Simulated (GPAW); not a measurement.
# Collinear magnetic orders of MnGe11 (Ge24x311 Mn2 nn) with GPAW, part 2 of 2

Does MnGe11 (Ge24x311 Mn2 nn) prefer parallel or opposed moments, or none?

GPAW 26.7.0; PBE; plane waves with GPAW's PAW setups, scalar-relativistic.

So far. Step 2 (Run 1 (ferro ++)): After 40 cycles the largest moment stands at 3.04 μB.

## 3. Order 2, typed as antiferro +-

An opposed order shows whether the pairs that it reverses prefer unlike signs.

File order2.py:

```python
import json
import numpy as np
from ase import Atoms
from ase.parallel import paropen, parprint
from gpaw import GPAW

atoms = Atoms(['Mn', 'Mn', 'Ge', 'Ge', 'Ge', 'Ge', 'Ge', 'Ge', 'Ge', 'Ge', 'Ge', 'Ge', 'Ge', 'Ge', 'Ge', 'Ge', 'Ge', 'Ge', 'Ge', 'Ge', 'Ge', 'Ge', 'Ge', 'Ge'],
    cell=[[16.974, 0.0, 0.0],
         [0.0, 5.658, 0.0],
         [0.0, 0.0, 5.658]],
    scaled_positions=[[0.0, 0.0, 0.0],
         [0.083333, 0.25, 0.25],
         [0.0, 0.5, 0.5],
         [0.083333, 0.75, 0.75],
         [0.166667, 0.0, 0.5],
         [0.25, 0.25, 0.75],
         [0.166667, 0.5, 0.0],
         [0.25, 0.75, 0.25],
         [0.333333, 0.0, 0.0],
         [0.416667, 0.25, 0.25],
         [0.333333, 0.5, 0.5],
         [0.416667, 0.75, 0.75],
         [0.5, 0.0, 0.5],
         [0.583333, 0.25, 0.75],
         [0.5, 0.5, 0.0],
         [0.583333, 0.75, 0.25],
         [0.666667, 0.0, 0.0],
         [0.75, 0.25, 0.25],
         [0.666667, 0.5, 0.5],
         [0.75, 0.75, 0.75],
         [0.833333, 0.0, 0.5],
         [0.916667, 0.25, 0.75],
         [0.833333, 0.5, 0.0],
         [0.916667, 0.75, 0.25]],
    pbc=True,
    magmoms=[4.5, -4.5, 0.0, 0.0, 0.0, 0.0, 0.0, 0.0, 0.0, 0.0, 0.0, 0.0, 0.0, 0.0, 0.0, 0.0, 0.0, 0.0, 0.0, 0.0, 0.0, 0.0, 0.0, 0.0])
atoms.calc = GPAW(mode={'name': 'pw', 'ecut': 450},
    xc='PBE',
    kpts={'size': (2, 5, 5), 'gamma': True},
    occupations={'name': 'fermi-dirac', 'width': 0.05},
    convergence={'density': 1e-05, 'energy': 1e-05},
    maxiter=200,
    mixer={'name': 'pulay', 'beta': 0.05, 'nmaxold': 6, 'weight': 50},
    symmetry={'tolerance': 1e-4},
    txt='order2.txt')
e = atoms.get_potential_energy(force_consistent=True)
res = {'free_energy': e, 'energy_sigma0': atoms.get_potential_energy(), 'fermi_energy': atoms.calc.get_fermi_level()}
res['moments'] = atoms.get_magnetic_moments().tolist()
res['total'] = atoms.get_magnetic_moment()
parprint('site moments (muB):', np.round(res['moments'], 3))
parprint(f"total moment: {res['total']:.3f} muB")
parprint(f'free energy: {e:.6f} eV')
atoms.calc.write('order2.gpw')
with paropen('results.json', 'w') as f:
    json.dump(res, f)
```

On the command line:

```bash
> OMP_NUM_THREADS=1 mpirun -n 4 gpaw python order2.py > order2.log
```

Numbers of over 12 decimals in the logs are rounded to 6 here.

Output:

```text
site moments (muB): [ 3.238e+00 -3.238e+00  2.800e-02 -2.800e-02  4.400e-02 -1.000e-03
  4.400e-02 -1.000e-03  6.000e-03 -1.000e-03  2.000e-03  1.000e-03
  1.000e-03 -1.000e-03  1.000e-03 -1.000e-03  1.000e-03 -6.000e-03
 -1.000e-03 -2.000e-03  1.000e-03 -4.400e-02  1.000e-03 -4.400e-02]
total moment: -0.000 muB
free energy: -114.993060 eV

--- order2.txt ---
Input parameters:
  mode=PW(ecut=450),
  convergence={'density': 1e-05, 'energy': 1e-05},
  kpts=MonkhorstPack(size=(2, 5, 5), gamma=True),
  maxiter=200,
  mixer=Pulay(name='pulay', nmaxold=6, beta=0.05, weight=50, sigma=0.015, g_ss=None),
  occupations=Occupations(name='fermi-dirac', width=0.05),
  symmetry=Symmetry(tolerance=0.0001),
  xc=XC(name='PBE')

Diagonalizing LCAO Hamiltonian
Converting LCAO to pw mode
    .-----------------------------------------.
   /|                                         |
  / |  Ge            Ge            Ge         |
 *  |                                         |
 |  |       Ge            Ge            Ge    |
 | Ge           Ge             Ge             |
 |  |   Ge    Ge      Ge    Ge      Ge    Ge  |
 |  .-----------------------------------------.
 | / Mn   Ge       Ge  Ge        Ge  Ge      /
 |/                                         /
 Mn------------Ge------------Ge------------*

Atoms  # Å, Bohr magnetons
|    | symbol |         x |        y |        z |    initial magnetic moments |
|----|--------|-----------|----------|----------|-----------------------------|
|  0 |     Mn |  0.000000 | 0.000000 | 0.000000 | ( 0.0000,  0.0000,  4.5000) |
|  1 |     Mn |  1.414494 | 1.414500 | 1.414500 | ( 0.0000,  0.0000, -4.5000) |
|  2 |     Ge |  0.000000 | 2.829000 | 2.829000 | ( 0.0000,  0.0000,  0.0000) |
|  3 |     Ge |  1.414494 | 4.243500 | 4.243500 | ( 0.0000,  0.0000,  0.0000) |
|  4 |     Ge |  2.829006 | 0.000000 | 2.829000 | ( 0.0000,  0.0000,  0.0000) |
|  5 |     Ge |  4.243500 | 1.414500 | 4.243500 | ( 0.0000,  0.0000,  0.0000) |
|  6 |     Ge |  2.829006 | 2.829000 | 0.000000 | ( 0.0000,  0.0000,  0.0000) |
|  7 |     Ge |  4.243500 | 4.243500 | 1.414500 | ( 0.0000,  0.0000,  0.0000) |
|  8 |     Ge |  5.657994 | 0.000000 | 0.000000 | ( 0.0000,  0.0000,  0.0000) |
|  9 |     Ge |  7.072506 | 1.414500 | 1.414500 | ( 0.0000,  0.0000,  0.0000) |
| 10 |     Ge |  5.657994 | 2.829000 | 2.829000 | ( 0.0000,  0.0000,  0.0000) |
| 11 |     Ge |  7.072506 | 4.243500 | 4.243500 | ( 0.0000,  0.0000,  0.0000) |
| 12 |     Ge |  8.487000 | 0.000000 | 2.829000 | ( 0.0000,  0.0000,  0.0000) |
| 13 |     Ge |  9.901494 | 1.414500 | 4.243500 | ( 0.0000,  0.0000,  0.0000) |
| 14 |     Ge |  8.487000 | 2.829000 | 0.000000 | ( 0.0000,  0.0000,  0.0000) |
| 15 |     Ge |  9.901494 | 4.243500 | 1.414500 | ( 0.0000,  0.0000,  0.0000) |
| 16 |     Ge | 11.316006 | 0.000000 | 0.000000 | ( 0.0000,  0.0000,  0.0000) |
| 17 |     Ge | 12.730500 | 1.414500 | 1.414500 | ( 0.0000,  0.0000,  0.0000) |
| 18 |     Ge | 11.316006 | 2.829000 | 2.829000 | ( 0.0000,  0.0000,  0.0000) |
| 19 |     Ge | 12.730500 | 4.243500 | 4.243500 | ( 0.0000,  0.0000,  0.0000) |
| 20 |     Ge | 14.144994 | 0.000000 | 2.829000 | ( 0.0000,  0.0000,  0.0000) |
| 21 |     Ge | 15.559506 | 1.414500 | 4.243500 | ( 0.0000,  0.0000,  0.0000) |
| 22 |     Ge | 14.144994 | 2.829000 | 0.000000 | ( 0.0000,  0.0000,  0.0000) |
| 23 |     Ge | 15.559506 | 4.243500 | 1.414500 | ( 0.0000,  0.0000,  0.0000) |

Unit cell  # Å
| periodic |         x |        y |        z |   lengths |    angles |
|----------|-----------|----------|----------|-----------|-----------|
|      yes | 16.974000 | 0.000000 | 0.000000 | 16.974000 | 90.000000 |
|      yes |  0.000000 | 5.658000 | 0.000000 |  5.658000 | 90.000000 |
|      yes |  0.000000 | 0.000000 | 5.658000 |  5.658000 | 90.000000 |

Number of symmetries: 2

BZ-sampling:
  Number of BZ points: 50
  Number of IBZ points: 18

  Monkhorst-Pack size: [2, 5, 5]
  Monkhorst-Pack shift: [0.25, 0.0, 0.0]

Plane wave coefficients: 11808
Cutoff: 450.000000 eV

Spin-components: 2 (collinear spins)
Bands:           75
Projectors:      122
Spin-degeneracy: 1
Datatype:        complex128

Parallelization:
  kpt:    4
  domain: 1
  band:   1

Density:
  Valence electrons: 118.0
  Components: 2
  Grid points: [84 28 28]
  Charge: 0.0  # |e|

Potential:
  Grid points: [84 28 28]

[... setups left out ...]
Reference energy: -1319176.208901  # eV

eigensolver:
  PPCG
  Converge bands: occupied
  niter=2

density mixing:
  Pulay-Mixer
  Linear mixing parameters: 0.05
  Old densities: 6
  Fourier metric: weight=50, sigma=0.015

occupation numbers:
  Fermi-Dirac:
    width: 0.0500  # eV

poisson solver:
  ecut: 3600.000000  # eV

xc functional:
  name: PBE with 2 nearest neighbor stencil

convergence criteria:
- Maximum integral of absolute [dens]ity change: 1e-05 electrons / valence electron
- Maximum [total energy] change in last 3 cyles: 1e-05 eV / valence electron
- Maximum integral of absolute [eigenst]ate change: 4e-08 eV^2 / valence electron
maximum number of iterations: 200

SCF iterations
|iter     |      energy | eigst |  dens |  magmom |
|---------|-------------|-------|-------|---------|
|iter:   1|       0s | -115.568124 | +0.07 |       |  -0.0000|
|iter:   2|      19s | -114.962475 | -1.29 | -0.90 |  -0.0000|
|iter:   3|      37s | -114.908139 | -2.44 | -0.96 |  -0.0000|
|iter:   4|      58s | -114.865748 | -2.03 | -0.99 |  -0.0000|
|iter:   5|      78s | -115.141854 | -1.49 | -1.12 |  -0.0000|
|iter:   6|      97s | -114.943787 | -2.23 | -1.54 |  -0.0000|
|iter:   7|     116s | -115.003905 | -2.30 | -1.79 |  -0.0000|
|iter:   8|     136s | -114.990972 | -2.12 | -1.82 |  -0.0000|
|iter:   9|     155s | -114.955595 | -2.63 | -1.93 |  -0.0000|
|iter:  10|     173s | -114.958306 | -3.46 | -2.18 |  -0.0000|
[... 13 iterations left out ...]
|iter:  24|     431s | -114.962669c| -7.63c| -3.97 |  -0.0000|
|iter:  25|     450s | -114.962667c| -7.23 | -4.03 |  -0.0000|
|iter:  26|     459s | -114.962667c| -8.18c| -4.22 |  -0.0000|
|iter:  27|     478s | -114.962665c| -7.33 | -4.23 |  -0.0000|
|iter:  28|     488s | -114.962665c| -8.44c| -4.49 |  -0.0000|
|iter:  29|     497s | -114.962664c| -8.14c| -4.49 |  -0.0000|
|iter:  30|     506s | -114.962662c| -7.65c| -4.61 |  -0.0000|
|iter:  31|     516s | -114.962662c| -7.84c| -4.93 |  -0.0000|
|iter:  32|     525s | -114.962661c| -8.37c| -4.98 |  -0.0000|
|iter:  33|     535s | -114.962660c| -8.33c| -5.07c|  -0.0000|

Converged in 33 steps
Energy contributions relative to reference atoms: (reference = -1319176.208901)

Energy contributions:
  Kinetic:         295.905910
  Coulomb:        -263.807833
  Zero:              0.441028
  External:          0.000000
  Xc:             -147.471365
  Entropy:          -0.060801
  Spinorbit:         0.000000
  ----------------------------
  Free energy:    -114.993060
  Extrapolated:   -114.962660

dipole moment: (-93.456059, -104.902601, -104.902601)  # |e|*Ang

Total magnetic moment: (0.000000, 0.000000, -0.000018)

Local magnetic moments
|        x |        y |         z |
|----------|----------|-----------|
| 0.000000 | 0.000000 |  3.238183 |  # Mn   0
| 0.000000 | 0.000000 | -3.238197 |  # Mn   1
| 0.000000 | 0.000000 |  0.028304 |  # Ge   2
| 0.000000 | 0.000000 | -0.028304 |  # Ge   3
| 0.000000 | 0.000000 |  0.044306 |  # Ge   4
| 0.000000 | 0.000000 | -0.000634 |  # Ge   5
| 0.000000 | 0.000000 |  0.044306 |  # Ge   6
| 0.000000 | 0.000000 | -0.000634 |  # Ge   7
| 0.000000 | 0.000000 |  0.006435 |  # Ge   8
| 0.000000 | 0.000000 | -0.000573 |  # Ge   9
| 0.000000 | 0.000000 |  0.002239 |  # Ge  10
| 0.000000 | 0.000000 |  0.001336 |  # Ge  11
[...]
| 0.000000 | 0.000000 |  0.000573 |  # Ge  16
| 0.000000 | 0.000000 | -0.006435 |  # Ge  17
| 0.000000 | 0.000000 | -0.001336 |  # Ge  18
| 0.000000 | 0.000000 | -0.002239 |  # Ge  19
| 0.000000 | 0.000000 |  0.000634 |  # Ge  20
| 0.000000 | 0.000000 | -0.044306 |  # Ge  21
| 0.000000 | 0.000000 |  0.000634 |  # Ge  22
| 0.000000 | 0.000000 | -0.044306 |  # Ge  23

Fermi level: 5.422
Eigenvalues  # (at kpt = [0.000, 0.000, 0.000])
| band index |      eig [eV] | occ [0-1] |      eig [eV] | occ [0-1] |
|------------|---------------|-----------|---------------|-----------|
|          0 |       -75.502 |     1.000 |       -75.502 |     1.000 |
|        ... |               |           |               |           |
|         50 |         3.749 |     1.000 |         3.749 |     1.000 |
|         51 |         3.881 |     1.000 |         3.881 |     1.000 |
|         52 |         3.931 |     1.000 |         3.931 |     1.000 |
|         53 |         4.399 |     1.000 |         4.399 |     1.000 |
|         54 |         4.576 |     1.000 |         4.576 |     1.000 |
|         55 |         4.643 |     1.000 |         4.643 |     1.000 |
|         56 |         5.230 |     0.979 |         5.230 |     0.979 |
|         57 |         5.279 |     0.945 |         5.279 |     0.945 |
|         58 |         5.590 |     0.033 |         5.590 |     0.033 |
|         59 |         5.891 |     0.000 |         5.891 |     0.000 |
|         60 |         5.906 |     0.000 |         5.906 |     0.000 |
|         61 |         5.911 |     0.000 |         5.911 |     0.000 |
|         62 |         6.108 |     0.000 |         6.108 |     0.000 |
|         63 |         6.431 |     0.000 |         6.431 |     0.000 |
|         64 |         6.448 |     0.000 |         6.448 |     0.000 |
|         65 |         6.508 |     0.000 |         6.508 |     0.000 |
|        ... |               |           |               |           |
|         74 |         7.609 |     0.000 |         7.609 |     0.000 |

No gap
No difference between direct/indirect transitions
```

It took 9.4 min on 4 MPI ranks of Arm Neoverse V1, shared host; peak memory 2 GiB; 38 min of CPU time.

Spin moment in the augmentation sphere by atom:

```csv
atom,spin moment in the augmentation sphere (μB)
Mn1,3.24
Mn2,-3.24
Ge3,0.03
Ge4,-0.03
Ge5,0.04
Ge6,0.00
Ge7,0.04
Ge8,0.00
Ge9,0.01
Ge10,0.00
Ge11,0.00
Ge12,0.00
Ge13,0.00
Ge14,0.00
Ge15,0.00
Ge16,0.00
Ge17,0.00
Ge18,-0.01
Ge19,0.00
Ge20,0.00
Ge21,0.00
Ge22,-0.04
Ge23,0.00
Ge24,-0.04
```

Numbers from this step:

```yaml
magnetization: 0 μB
final_state: antiferromagnetic
```

It lies 260 meV a seeded atom under the first start, and its largest moment is 3.24 μB against 3.04 μB.

## 4. Ranking

These are free energies at a smearing of 0.05 eV, so its entropy term is in the differences. They are divided by the number of seeded atoms, so that cells of unlike size compare.

Orders:

```csv
start,final state,typed order kept,energy over the lowest (meV a seeded atom),largest site moment (μB),net moment (μB a primitive cell),mesh matched,CPU time (s)
ferro ++,ferromagnetic,yes,260,3.043,6.129,yes,3121
antiferro +-,antiferromagnetic,yes,0,3.238,0,yes,2254
```

## 5. Outcome

```json
{
  "lowest state found": "antiferromagnetic (typed antiferro +-)",
  "largest site moment": "3.24 μB",
  "next state": "ferromagnetic, 260 meV a seeded atom higher"
}
```

The lowest state found is antiferromagnetic, reached from the start antiferro +-, with moments up to 3.24 μB. The next state costs 260 meV a seeded atom. Only 2 starts are shown; other collinear patterns, canted and longer-period orders are not.

[Logs and program files are shortened in this print: banners, set-up blocks, solver, clock and traceback lines can be left out without a mark of their own.]

[Logs are printed without paths, hosts, clocks, repeated set-up lines and the standing remarks that a program may print on its own settings, such as how far it seeks lower states.]

[Hosts, paths, dates, database ids (printed as entryN), source tags and the programs' standing remarks are cut or masked in the printed files.]

[Where a cell is said to come from a database of computed structures, the database is the Materials Project.]
